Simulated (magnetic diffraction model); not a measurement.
# Magnetic neutron pattern of ScMnPb

Space group P-62m (no. 189), a = 7.5460 Å, c = 4.0810 Å.

```
site  atom    x       y    z
  1b    Pb    0       0  1/2
  2c    Pb  1/3     2/3    0
  3f    Mn    0  0.2516    0
  3g    Sc    0  0.5863  1/2
```

The compound is invented for this exercise: a known structure type with other elements, its cell scaled to their sizes and not relaxed.

Only Mn is taken to order (form factors of Mn2+); orders and moment sizes are assumed, and not adapted to the symmetry. Radiation: neutrons of λ = 1.594 Å, 3° to 45°; isotropic B of 0.18 Å² (Pb), 0.28 Å² (Mn) and 0.43 Å² (Sc). The intensities are simulated: I ∝ L Σ (|F_N|² + |F_M⊥|²) for unpolarised neutrons, with F_M = 2.695 fm/μB × Σ f(s) S exp(2πi Q·r) exp(−B s²) at Q = H ± k (one set where k and −k are equivalent), only the part normal to Q counting and L = 1/(sin²θ cos θ). For collinear order S is the moment m, which repeats by lattice and centring translations R with the sign exp(−2πi k·R). Form factors are spin-only for 3d ions and dipole or tabulated for f ions, scattering lengths are Sears's of 1992, and absorption is left out. A label names one of the reflections at its angle. The strongest nuclear line in the range is 100, and lines under 0.2 are left out.

Assume the order k = (1/2 1/2 0), collinear moments along [001], 3.03 μB on Mn; signs + at (0, 0.2516, 0), − at (0.2516, 0, 0), − at (0.7484, 0.7484, 0).

Predict the pattern, nuclear and magnetic parts apart.

```
2θ (°)         index  nuclear  magnetic
  6.99  (1/2 -1/2 0)      0.0      55.0
 12.13   (1/2 1/2 0)      0.0       5.7
 14.01       (1 0 0)     32.7       0.0
 18.57  (3/2 -1/2 0)      0.0      21.6
 21.08  (3/2 -3/2 0)      0.0       4.7
 22.52       (0 0 1)     41.4       0.0
 23.61  (1/2 -1/2 1)      0.0       0.6
 24.39       (1 1 0)     89.0       0.0
 25.40   (3/2 1/2 0)      0.0       5.9
 25.66   (1/2 1/2 1)      0.0       0.4
 26.62       (1 0 1)     22.9       0.0
 28.24       (2 0 0)     40.5       0.0
 29.35  (3/2 -1/2 1)      0.0       5.3
 30.83  (5/2 -3/2 0)      0.0       1.1
 31.04  (3/2 -3/2 1)      0.0       1.5
 32.45  (5/2 -1/2 0)      0.0       2.8
 33.44       (1 1 1)     83.0       0.0
 34.20   (3/2 1/2 1)      0.0       2.7
 35.50  (5/2 -5/2 0)      0.0       1.1
 36.42       (2 0 1)    100.0       0.0
 36.95   (3/2 3/2 0)      0.0       0.3
 37.65       (2 1 0)      5.4       0.0
 38.52  (5/2 -3/2 1)      0.0       0.7
 39.70   (5/2 1/2 0)      0.0       2.5
 39.87  (5/2 -1/2 1)      0.0       1.9
 42.46  (5/2 -5/2 1)      0.0       0.8
 42.92       (3 0 0)     35.4       0.0
 43.55  (7/2 -3/2 0)      0.0       1.1
 43.70   (3/2 3/2 1)      0.0       0.2
 44.32       (2 1 1)     65.1       0.0
 44.77  (7/2 -5/2 0)      0.0       1.6
```

The strongest magnetic line in the range is (1/2 -1/2 0) at 6.99° (55.0). On top of the Lorentz factor, which all lines share, magnetic lines fade with angle because f falls: for Mn2+ it is 0.90, 0.66, 0.41 and 0.12 at sin θ/λ = 0.1, 0.2, 0.3 and 0.5 Å⁻¹, while nuclear lengths stay constant. The order has no net moment.

[Logs are printed without paths, hosts, clocks, repeated set-up lines and the standing remarks that a program may print on its own settings, such as how far it seeks lower states.]
